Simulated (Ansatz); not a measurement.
# Decaying states in the gap of Zn5Se2S3, part 3 of 3

Wanted: the relaxed cell of Zn5Se2S3, its band edges and its decay constants. It is built by putting Se for part of the S in the ZnS structure of space group R3m, with the volume rescaled by atomic radii. The parent structure comes from the Materials Project.

Ansatz 0.2.0; PBE DFT, plane waves, PAW files (the session's first sound run).

So far, gap on the k-mesh (eV): step 3 (band edges) 1.35.

The structure was built from a prototype and need not be the compound's stable phase.

## (6) Band edges at another level

This step: LDA DFT, plane waves, PAW files (Ansatz 0.2.0).

The edges again with LDA, at the same atoms.

Input file input.yaml:

```yaml
crystal:
  lattice:
    - [1.9637673899, 1.1337816312, 16.0982367331]
    - [-1.9637673899, 1.1337816312, 16.0982367331]
    - [0.0, -2.2675632624, 16.0982367331]
  atoms:
    - { symbol: Zn, position: [0.6001442889, 0.6001442889, 0.6001442889] }
    - { symbol: Zn, position: [0.8632851926, 0.8632851926, 0.8632851926] }
    - { symbol: Zn, position: [0.4655384117, 0.4655384117, 0.4655384117] }
    - { symbol: Zn, position: [0.0035663286, 0.0035663286, 0.0035663286] }
    - { symbol: Zn, position: [0.7344242369, 0.7344242369, 0.7344242369] }
    - { symbol: S, position: [0.052369561, 0.052369561, 0.052369561] }
    - { symbol: S, position: [0.7833441107, 0.7833441107, 0.7833441107] }
    - { symbol: Se, position: [0.6513789474, 0.6513789474, 0.6513789474] }
    - { symbol: S, position: [0.514550386, 0.514550386, 0.514550386] }
    - { symbol: Se, position: [0.9147395362, 0.9147395362, 0.9147395362] }
kpoints:
  mp_grid: { grid: [8, 8, 8] }
  band_path: { path: [VBM, CBM], npoints: 30 }
scf:
  occupations: { method: fixed }
hamiltonian:
  xc: lda
output:
  eigenvalues: true
```

Launch:

```console
$ ansatz run input.yaml --threads 2 --pin off --max-ram 4096MiB --backend cpu --events-out ev --progress --plain --runs-dir out
```

Numbers of over 12 decimals in the logs are rounded to 6 here.

The program printed:

```text
[...]
Crystal: 10 atoms, lattice volume = 215.055 Å³
Basis set: ecut = 420 eV, 4247 PW (Γ), FFT grids on a1−a3, a2−a3, a3
Bands: 66, of which v1, the nominal top of the filled ones, is band 55 counted from 1 (54 counted from 0)
Symmetry: 6 space group operations
[...]
k-points: 65 of 512 (time reversal used)
[...]
SCF iter   1: F=—  HF=-29613.567697 eV  |F-HF|=—  |Δ(HF+E_count)|=         —  Δρ=6.51e-3  dr2=8.76e-2  ethr=1.77e-3  ⟨swp⟩=5.0  Hψ=15085  notcnv=0  defer=551
[...]
SCF iter   9: F=-29613.539970 eV  HF=-29613.539970 eV  |F-HF|=5.34e-9  |Δ(HF+E_count)|=   2.95e-8  Δρ=3.22e-6  dr2=1.91e-8  ethr=9.09e-11  ⟨swp⟩=11.8  Hψ=18648  notcnv=0
SCF 1 converged in 9 iterations: F = -29613.539970 eV  dr2 = 1.91e-8
[...]
SCF converged after 9 iterations
Free energy (F): -29613.539970 eV
[...]
Internal energy: -29613.539970 eV  (E = F + TS)
E sigma→0 (E₀):  -29613.539970 eV
Fermi energy:    5.870206 eV
[...]
--- Band table (eV; the first three rows and the last of 65) ---
  k-point 0: bands = [... 51 lower, 5.4719, 5.4816, 5.8702, 5.8702, 6.9799, 8.0397, 8.1983, 8.5480, ... 7 higher]
  k-point 1: bands = [... 51 lower, 4.9727, 5.2658, 5.3661, 5.7099, 7.8714, 8.6925, 8.8503, 9.1483, ... 7 higher]
  k-point 2: bands = [... 51 lower, 4.6197, 4.8375, 4.9957, 5.3489, 8.7060, 9.0168, 9.2554, 9.4079, ... 7 higher]
  k-point 64: bands = [... 51 lower, 5.4939, 5.4939, 5.8632, 5.8632, 7.6707, 7.7680, 8.0397, 8.4296, ... 7 higher]
```

Wall time 81 s (2 threads of Arm Neoverse V2, shared host); peak memory 0.85 GiB.

This step gave:

| Property | Result |
| --- | --- |
| free energy | -29613.5400 eV |
| Fermi energy | 5.870 eV |
| gap on the k-mesh | 1.110 eV |
| gap on path | 1.110 eV, by band count; negative where bands overlap |
| direct gap on path | 1.110 eV |

Levels at VBM (eV): -6.82, -6.82, -6.82, -6.79, -6.79, -6.77, -6.76, -6.76, -6.68, -6.61, -6.61, -6.58, -6.58, -6.44, -6.43, -6.43, -6.42, -6.41, -6.41, -6.39, -6.39, -6.29, -6.29, -6.27, -6.27, -4.99, -4.88, -2.64, -2.58, -1.36, -1.36, -1.12, -1.12, -0.76, -0.76, -0.40, -0.40, -0.39, 0.00, 0.00.

The searched edges give 1.11 eV, as on the mesh.

For the gap on the k-mesh, step 3 gave 1.35 eV; this run, with LDA, gives 1.11 eV.

## (7) Complex bands at another level

This step: LDA DFT, plane waves, PAW files; complex bands by layer matching along the plane's normal (Ansatz 0.2.0).

The complex bands at that level, over its own gap, at (0, 0) and (0.5, 0).

Input file input.yaml:

```yaml
crystal:
  lattice:
    - [3.92753478, 0.0, 0.0]
    - [1.96376739, 3.401344894, 0.0]
    - [1.96376739, -1.133781631, 16.098236733]
  atoms:
    - { symbol: Zn, position: [0.2002885778, 0.3998557111, 0.1995671333] }
    - { symbol: Zn, position: [0.7265703852, 0.1367148074, 0.4101444222] }
    - { symbol: Zn, position: [0.9310768234, 0.5344615883, 0.6033847649] }
    - { symbol: Zn, position: [0.0071326572, 0.9964336714, 0.9893010142] }
    - { symbol: Zn, position: [0.4688484738, 0.2655757631, 0.7967272893] }
    - { symbol: S, position: [0.104739122, 0.947630439, 0.842891317] }
    - { symbol: S, position: [0.5666882214, 0.2166558893, 0.6499676679] }
    - { symbol: Se, position: [0.3027578948, 0.3486210526, 0.0458631578] }
    - { symbol: S, position: [0.029100772, 0.485449614, 0.456348842] }
    - { symbol: Se, position: [0.8294790724, 0.0852604638, 0.2557813914] }
kpoints:
  mp_grid: { grid: [8, 8, 8] }
scf:
  occupations: { method: fixed }
hamiltonian:
  xc: lda
output:
  eigenvalues: true
  transmission:
    leads: [[0, 0]]
    kpoints: [[0.0, 0.0], [0.5, 0.0]]
    e_range: [-1.0, 2.11]
    de: 0.05
```

The program printed:

```text
[...]
Crystal: 10 atoms, lattice volume = 215.055 Å³
Basis set: ecut = 420 eV, 4247 PW (Γ)
Bands: 66, of which v1, the nominal top of the filled ones, is band 55 counted from 1 (54 counted from 0)
Symmetry: 6 space group operations
[...]
k-points: 65 of 512 (time reversal used)
[...]
SCF iter   1: F=—  HF=-29613.567686 eV  |F-HF|=—  |Δ(HF+E_count)|=         —  Δρ=6.51e-3  dr2=8.75e-2  ethr=1.77e-3  ⟨swp⟩=5.0  Hψ=15087  notcnv=0  defer=550
[...]
SCF iter   9: F=-29613.539970 eV  HF=-29613.539970 eV  |F-HF|=5.30e-9  |Δ(HF+E_count)|=   2.97e-8  Δρ=3.23e-6  dr2=1.92e-8  ethr=9.09e-11  ⟨swp⟩=11.9  Hψ=18735  notcnv=0
SCF 1 converged in 9 iterations: F = -29613.539970 eV  dr2 = 1.92e-8
[...]
transmission: 20 of 40 steps passed
transmission: 40 of 40 steps passed
SCF converged after 9 iterations
Free energy (F): -29613.539970 eV
[...]
Internal energy: -29613.539970 eV  (E = F + TS)
E sigma→0 (E₀):  -29613.539970 eV
Fermi energy:    5.870206 eV
[...]
--- Band table (eV; the first three rows and the last of 65) ---
  k-point 0: bands = [... 51 lower, 5.4719, 5.4816, 5.8702, 5.8702, 6.9799, 8.0397, 8.1983, 8.5480, ... 7 higher]
  k-point 1: bands = [... 51 lower, 5.4752, 5.4752, 5.8692, 5.8692, 7.0549, 8.0369, 8.1808, 8.5138, ... 7 higher]
  k-point 2: bands = [... 51 lower, 5.4831, 5.4831, 5.8668, 5.8668, 7.2408, 8.0252, 8.1126, 8.4605, ... 7 higher]
  k-point 64: bands = [... 51 lower, 3.7318, 3.9632, 4.1215, 4.2027, 9.4656, 9.7262, 9.8098, 10.0836, ... 7 higher]
--- Transmission ---
  basis      : 121 plane waves across, 20 finite elements along
  points     : 2, as listed
[...]
crystal 0  : Zn5S3Se2, at the sites [0, 0], period 16.0982 Å: whole cells are its period
[...]
channels       : 0.000000e0 a spin
[...]
slowest decay  : 0.1001 /Å at (0.0000, 0.0000)
```

The job ended after 56 s (2 threads; peak memory 0.85 GiB; 1.8 min of CPU time).

This step gave:

```yaml
level_to_which_the_leads_are_filled: 0.5549 eV from the Fermi level
decay_constant_at_the_filling_level_zone_centre: 0.1001 Å⁻¹
decay_constant_at_the_filling_level_slowest_listed_point: 0.1001 Å⁻¹
```

K parallel (0, 0); values up to 1.119 1/Å, a degenerate pair printed once or twice; energies at which all values exceed this have no row. Table of Im kz of the slowest decaying states by energy, zero at the highest filled level on the SCF mesh:

```csv
energy (eV),decay 1 (Å⁻¹),decay 2 (Å⁻¹),decay 3 (Å⁻¹),decay 4 (Å⁻¹)
-1.000,0.164,-,-,-
-0.800,0.0571,-,-,-
-0.600,0.178,-,-,-
-0.400,0.031,-,-,-
-0.200,0.0677,0.218,1.08,-
0.000,0.0218,0.0896,1.00,-
0.200,0.100,0.345,0.933,-
0.400,0.103,0.422,0.872,-
0.600,0.0982,0.475,0.814,-
0.800,0.0846,0.514,0.758,-
1.000,0.0549,0.544,0.701,1.12
1.200,0.569,0.641,1.09,-
1.400,0.578,0.589,1.07,-
1.600,0.509,0.605,1.04,-
1.800,0.426,0.619,1.01,-
2.000,0.315,0.629,0.986,-
```

K parallel (0, 0). Table of Re kz of states that move upwards, channel 1 by energy, zero at the highest filled level on the SCF mesh:

```csv
energy (eV),"Re kz of states that move upwards, channel 1 (Å⁻¹)"
-1.00,-0.155
-0.90,-0.138
-0.85,-0.129
-0.75,-0.111
-0.65,-0.0919
-0.60,-0.0815
-0.50,-0.0574
-0.40,-0.0175
-0.35,-
-0.25,-
-0.15,-
-0.10,-
0.00,-
0.10,-
0.15,-
0.25,-
0.35,-
0.40,-
0.50,-
0.60,-
0.70,-
0.75,-
0.85,-
0.95,-
1.00,-
1.10,-
1.20,0.0539
1.25,0.0685
1.35,0.0930
1.45,0.115
1.50,0.125
1.60,0.146
1.70,0.166
1.75,0.177
1.85,-
1.95,-0.176
2.00,-0.163
2.10,-0.135
```

K parallel (0.5, 0); values up to 1.119 1/Å, a degenerate pair printed once or twice; energies at which all values exceed this have no row. Table of Im kz of the slowest decaying states by energy, zero at the highest filled level on the SCF mesh:

```csv
energy (eV),decay 1 (Å⁻¹),decay 2 (Å⁻¹),decay 3 (Å⁻¹),decay 4 (Å⁻¹)
-1.00,0.212,0.215,-,-
-0.90,0.169,0.223,0.226,-
-0.75,0.238,0.241,0.258,1.11
-0.65,0.245,0.249,0.295,1.09
-0.50,0.255,0.258,0.338,1.06
-0.40,0.260,0.263,0.361,1.04
-0.25,0.266,0.270,0.389,1.01
-0.15,0.270,0.273,0.406,0.987
0.00,0.274,0.276,0.427,0.958
0.10,0.275,0.278,0.439,0.939
0.25,0.277,0.279,0.455,0.910
0.35,0.277,0.279,0.464,0.891
0.50,0.276,0.278,0.476,0.863
0.60,0.275,0.276,0.483,0.844
0.75,0.273,0.273,0.492,0.815
0.85,0.270,0.270,0.498,0.796
1.00,0.265,0.265,0.504,0.766
1.10,0.260,0.262,0.508,0.746
1.25,0.253,0.255,0.513,0.715
1.35,0.247,0.249,0.516,0.695
1.50,0.236,0.239,0.518,0.662
1.60,0.228,0.232,0.520,0.640
1.75,0.214,0.219,0.521,0.606
1.85,0.203,0.209,0.522,0.582
2.00,0.184,0.191,0.522,0.545
2.10,0.168,0.177,0.519,0.521
```

At the listed wavevectors the last open channel is at -0.40 eV and the next at +1.15 eV on the grid, wider than the gap, since narrow bands can fall between grid energies. At +0.55 eV, the grid energy nearest the filling level (the middle of the gap on the SCF mesh), the slowest state at the listed wavevectors decays with κ = 0.100 Å⁻¹, its amplitude falling by e over 10.0 Å; the first such run, plane (001), gave 0.116 Å⁻¹.

## (8) A repeat with changed settings

This step: PBE DFT, plane waves, PAW files; complex bands by layer matching along the plane's normal; changed: magnetization = {"spin_polarized": true, "spin_orbit": true}, hamiltonian.pseudopotentials = {"kind": "nc"}, scf.max_iter = 100 (Ansatz 0.2.0).

This run repeats an earlier one, its twin (the complex run, plane (001)), with four settings changed (scf.max_iter, hamiltonian.pseudopotentials.kind, magnetization.spin_polarized, magnetization.spin_orbit; files written aside). The setting was drawn as a possible misstep, on purpose. Where the input is shown as a difference, that is against the step before, not the twin.

Changes to input.yaml since step 7:

```diff
@@ -20,4 +20,6 @@
   occupations: { method: fixed }
+  max_iter: 100
 hamiltonian:
-  xc: lda
+  xc: pbe
+  pseudopotentials: { kind: nc }
 output:
@@ -27,3 +29,6 @@
     kpoints: [[0.0, 0.0], [0.5, 0.0]]
-    e_range: [-1.0, 2.11]
-    de: 0.05
+    e_range: [-1.0, 2.35]
+    de: 0.06
+magnetization:
+  spin_polarized: true
+  spin_orbit: true
```

The program printed:

```text
Error: 2 input errors — fix all and re-run
  1. inconsistent input (magnetization.spin_orbit, magnetization.noncollinear): true requires noncollinear: true — spin–orbit coupling acts on 2-spinor wavefunctions; set both flags
  2. inconsistent input (magnetization.spin_orbit, hamiltonian.pseudopotentials.kind): true requires a fully-relativistic hamiltonian.pseudopotentials.kind (nc_fr or paw_fr), or kind: all_electron without datasets and azcp, which then solves Dirac's equation on LAPW. paw_fr resolves this project's PAW files (source: ansatz) by j as it reads them
```

It took 0.02 s on 2 threads; peak memory 0.031 GiB.

The program refused the input before any cycle.

The program's message: “Error: 2 input errors — fix all and re-run”

The change that led to it: magnetization and hamiltonian.pseudopotentials = {"kind": "nc"}.

## (9) Results

```json
{
 "band gap": "1.35 eV",
 "least decay constant at mid-gap, normal to (001)": "0.116 Å⁻¹",
 "least decay constant on a mesh, normal to (001)": "0.116 Å⁻¹",
 "least decay constant, LDA": "0.100 Å⁻¹"
}
```

What this shows: With PBE, the slowest decay at the wavevectors tried is κ = 0.116 Å⁻¹, normal to (001). Through such a film the transmission near mid-gap falls as exp(−2κd), a factor of ten every 9.9 Å. A free electron under a barrier of half the gap would need a mass of 0.076 mₑ to decay at this rate. With LDA the gap goes from 1.35 to 1.11 eV and the decay constant, over the first 2 listed wavevectors, from 0.116 to 0.100 Å⁻¹. The compound is made up by substitution; its stability against other phases and against distortions of the cell's symmetry was not tested. A semilocal functional narrows gaps, so real decay constants are likely larger.

[Logs are printed without paths, hosts, clocks, repeated set-up lines and the standing remarks that a program may print on its own settings, such as how far it seeks lower states.]

[Hosts, paths, dates, database ids (printed as entryN), source tags and the programs' standing remarks are cut or masked in the printed files.]
